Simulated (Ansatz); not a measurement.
# Bands, cutoff and cost in G0W0 for SnSe (Pnma), part 2 of 2

Aim: see how the G0W0 gap of SnSe (Pnma) on PBE moves with empty bands and screening cutoff, and what each rung costs.

Ansatz 0.2.0; G0W0 on PBE, plane waves, PAW. Known limits of the many-body steps: not at the basis limit; no spin-orbit coupling; coarse k mesh.

So far. Step 4 (975 empty bands, screening to 160 eV): Against the run with 2×4×4 mesh, 453 empty bands, screening to 96 eV, the gap moves by +0.08 eV.

### 5. Changing the frequency model: 2×4×4 mesh, 453 empty bands, screening to 96 eV, plasmon pole

A plasmon pole stands in for the full frequency dependence of the screening; this run shows what that costs in accuracy. Bands and cutoff differ from the step before, so it is read against an earlier run that matches them.

Input file input.yaml:

```yaml
crystal:
  lattice:
    - [11.5022, 0.0, 0.0]
    - [0.0, 4.154, 0.0]
    - [0.0, 0.0, 4.4445]
  atoms:
    - { symbol: Sn, position: [0.6180906623, 0.75, 0.397535038] }
    - { symbol: Sn, position: [0.8819093377, 0.25, 0.897535038] }
    - { symbol: Sn, position: [0.3819093377, 0.25, 0.602464962] }
    - { symbol: Sn, position: [0.1180906623, 0.75, 0.102464962] }
    - { symbol: Se, position: [0.1433532693, 0.25, 0.5232051378] }
    - { symbol: Se, position: [0.6433532693, 0.25, 0.9767948622] }
    - { symbol: Se, position: [0.3566467307, 0.75, 0.0232051378] }
    - { symbol: Se, position: [0.8566467307, 0.75, 0.4767948622] }
kpoints:
  mp_grid: { grid: [2, 4, 4] }
hamiltonian:
  xc: pbe
scf:
  occupations: { method: fixed }
gw:
  n_empty_bands: 453
  ecut_chi: 96
  qp_bands: [v2, c2]
  qp_kpoints: band_edges
  screening: { model: godby_needs }
```

Command:

```bash
$ ansatz run input.yaml --threads 3 --pin off --max-ram 92160MiB --backend cuda --events-out ev --progress --plain --runs-dir out --devices 1 --max-vram 13GiB
```

Numbers of over 12 decimals in the logs are rounded to 6 here.

What it wrote:

```text
GPUs: using 1 of 1 available (devices: 1).
[...]
GPU FFT provider: cuFFT
GPU libraries: cuBLAS 13.8.2, cuFFT 12.4.0, cuSOLVER 12.3.4
Crystal: 8 atoms, lattice volume = 212.359 Å³
Basis set: ecut = 420 eV, 4145 PW (Γ)
Bands: 72, of which v1, the nominal top of the filled ones, is band 60 counted from 1 (59 counted from 0)
Symmetry: 8 space group operations
[...]
k-points: 18 of 32
[...]
1    62     10.4823    -9.1823    -3.2904   -12.4780  0.7972    10.4876    10.4876  root
[...]
15    59      8.0902   -14.9801     0.9419   -13.6688  0.7866     7.7202     7.7208  root
    15    60      8.0902   -14.9801     0.9419   -13.6688  0.7866     7.7202     7.7208  root
    15    61     10.4917    -9.7102    -3.3286   -13.0588  0.7958    10.5116    10.5116  root
    15    62     10.4917    -9.7102    -3.3286   -13.0588  0.7958    10.5116    10.5116  root
[key lines of the parts left out:]
SCF converged after 7 iterations
Free energy (F): -45976.622191 eV
Fermi energy:    8.893116 eV
```

Wall time 76 s (1 × NVIDIA H100 80GB HBM3 (shared by 6 runs) with 3 threads of AMD EPYC 7R13 (Zen 3), shared host); peak memory 2.6 GiB; 2.3 min of CPU time.

This step gave:

| Property | Result |
| --- | --- |
| bands summed | 513 |
| plasmon-pole fit frequency | 27.91 eV |
| RPA ε∞ on this mesh (eigenvalues) | 15.44, 16.83, 25.18 |
| plane waves in the screening matrix | 459 |
| G0W0 gap on the mesh | 1.021 eV |
| k of the valence top | -0.5, 0, -0.5 |
| k of the conduction bottom | 0, 0, 0 |
| starting gap on the mesh | 0.8500 eV |
| least direct G0W0 gap on the computed points | 1.463 eV |

Against the run with 2×4×4 mesh, 453 empty bands, screening to 96 eV, the gap moves by −0.05 eV.

### 6. Changing the files: 2×4×4 mesh, 453 empty bands, screening to 96 eV, hard PAW files

Other atomic data (hard PAW) test the pseudisation: the cutoff goes from 420 to 640 eV and the valence electrons from 120 to 152, which opens shells that were frozen.

Changes to input.yaml since step 5:

```diff
@@ -18,2 +18,3 @@
   xc: pbe
+  pseudopotentials: { kind: paw, source: ansatz }
 scf:
@@ -25,2 +26,2 @@
   qp_kpoints: band_edges
-  screening: { model: godby_needs }
+  screening: { model: contour_deformation }
```

What it wrote:

```text
GPUs: using 1 of 1 available (devices: 1).
[...]
GPU FFT provider: cuFFT
GPU libraries: cuBLAS 13.8.2, cuFFT 12.4.0, cuSOLVER 12.3.4
Crystal: 8 atoms, lattice volume = 212.359 Å³
Basis set: ecut = 640 eV, 7853 PW (Γ)
Bands: 92, of which v1, the nominal top of the filled ones, is band 76 counted from 1 (75 counted from 0)
Symmetry: 8 space group operations
[...]
k-points: 18 of 32
[...]
1    78     11.9176    -9.1854    -3.2729   -12.4794  0.7694    11.9387    11.9387  root
[...]
15    75      9.5251   -14.9814     0.9775   -13.6698  0.7485     9.1886     9.1911  root
    15    76      9.5251   -14.9814     0.9775   -13.6698  0.7485     9.1886     9.1911  root
    15    77     11.9271    -9.7133    -3.3132   -13.0613  0.7654    11.9619    11.9619  root
    15    78     11.9271    -9.7133    -3.3132   -13.0613  0.7654    11.9619    11.9619  root
[key lines of the parts left out:]
SCF converged after 9 iterations
Free energy (F): -60781.049473 eV
Fermi energy:    10.328308 eV
```

Wall time 2.1 min (1 × NVIDIA H100 80GB HBM3 (shared by 6 runs) with 3 threads); peak memory 3.2 GiB.

Numbers from this step:

```yaml
bands_summed: 529
rpa_eps_infinity_on_this_mesh_eigenvalues: 15.44, 16.83, 25.18
plane_waves_in_the_screening_matrix: 459
g0w0_gap_on_the_mesh: 1.060 eV
k_of_the_valence_top: -0.5, 0, -0.5
k_of_the_conduction_bottom: 0, 0, 0
starting_gap_on_the_mesh: 0.8502 eV
least_direct_g0w0_gap_on_the_computed_points: 1.475 eV
```

Against the run with 2×4×4 mesh, 453 empty bands, screening to 96 eV, the gap moves by −0.012 eV.

### 7. Side by side

Times are wall times on 1 × NVIDIA H100 80GB HBM3 (shared by 6 runs) with 3 threads of AMD EPYC 7R13 (Zen 3), shared host, good to a factor of about two.

```csv
mesh,files,frequency,bands summed,cutoff (eV),start (eV),G0W0 (eV),time,host memory (GiB)
2×4×4,default PAW,contour deformation,220,48,0.850,0.944,26 s,1.5
2×4×4,default PAW,contour deformation,513,96,0.850,1.072,41 s,2.5
2×4×4,default PAW,contour deformation,1035,160,0.850,1.152,1.7 min,5.1
2×4×4,default PAW,plasmon pole,513,96,0.850,1.021,76 s,2.6
2×4×4,hard PAW,contour deformation,529,96,0.850,1.060,2.1 min,3.2
```

The parts of the quasiparticle energy at the two band edges (eV; QP = start + Σx + Σc − Vxc):

| run | edge | start | Σx | Σc | Vxc | Z | QP |
| --- | --- | --- | --- | --- | --- | --- | --- |
| 220 bands | valence top | 8.89 | -15.58 | 0.87 | -14.90 | 0.76 | 9.09 |
| 220 bands | conduction bottom | 9.74 | -8.56 | -2.93 | -11.78 | 0.77 | 10.04 |
| 513 bands | valence top | 8.89 | -15.58 | 0.44 | -14.90 | 0.76 | 8.65 |
| 513 bands | conduction bottom | 9.74 | -8.56 | -3.24 | -11.78 | 0.77 | 9.73 |
| 1035 bands | valence top | 8.88 | -15.00 | 0.20 | -14.35 | 0.76 | 8.43 |
| 1035 bands | conduction bottom | 9.74 | -8.56 | -3.39 | -11.78 | 0.77 | 9.58 |

### 8. What came out

| Property | Result |
| --- | --- |
| 220 bands, 48 eV | 0.944 eV |
| 513 bands, 96 eV | 1.072 eV |
| 1035 bands, 160 eV | 1.152 eV |
| mesh and start | 2×4×4, PBE |

From 220 to 1035 bands the gap moves by +0.21 eV while the time grows 4.0-fold. The states at the edges change along the series or lie close to crossing, so no limit is drawn from it. The plasmon-pole model gives −0.05 eV against contour deformation, 23 % of the correction (the least direct gap moves by −0.02 eV), and saved no time in this program. Hard PAW files move the gap by −0.01 eV at equal bands and cutoff, +0.0002 eV of it in the start. The 2×4×4 mesh misses a band edge: over a band path and its finer mesh (run apart) the PBE gap is 0.45 eV, so the G0W0 gap over the zone may lie about 0.40 eV below its value on the mesh. The 2×4×4 mesh is coarse for this cell (its supercell is 17 Å along the shortest edge). The RPA ε∞ on it, from the PBE start, is 15.43, 16.81 and 25.16; such meshes misread the long-range screening, most where the gap is narrow. The many-body steps are scalar-relativistic: spin-orbit coupling is not in them.

[Paths, hosts, dates, memory and timing lines, banners, echoed tables and standing remarks are left out of the program output.]

[Logs are printed without paths, hosts, clocks, repeated set-up lines and the standing remarks that a program may print on its own settings, such as how far it seeks lower states.]

[Runs of the session that timed out or met a known fault of the program may be left out.]

[Cells called generated may have been cut or substituted from an entry of the Crystallography Open Database or the Materials Project.]

[Hosts, paths, dates, database ids (printed as entryN), source tags and the programs' standing remarks are cut or masked in the printed files.]
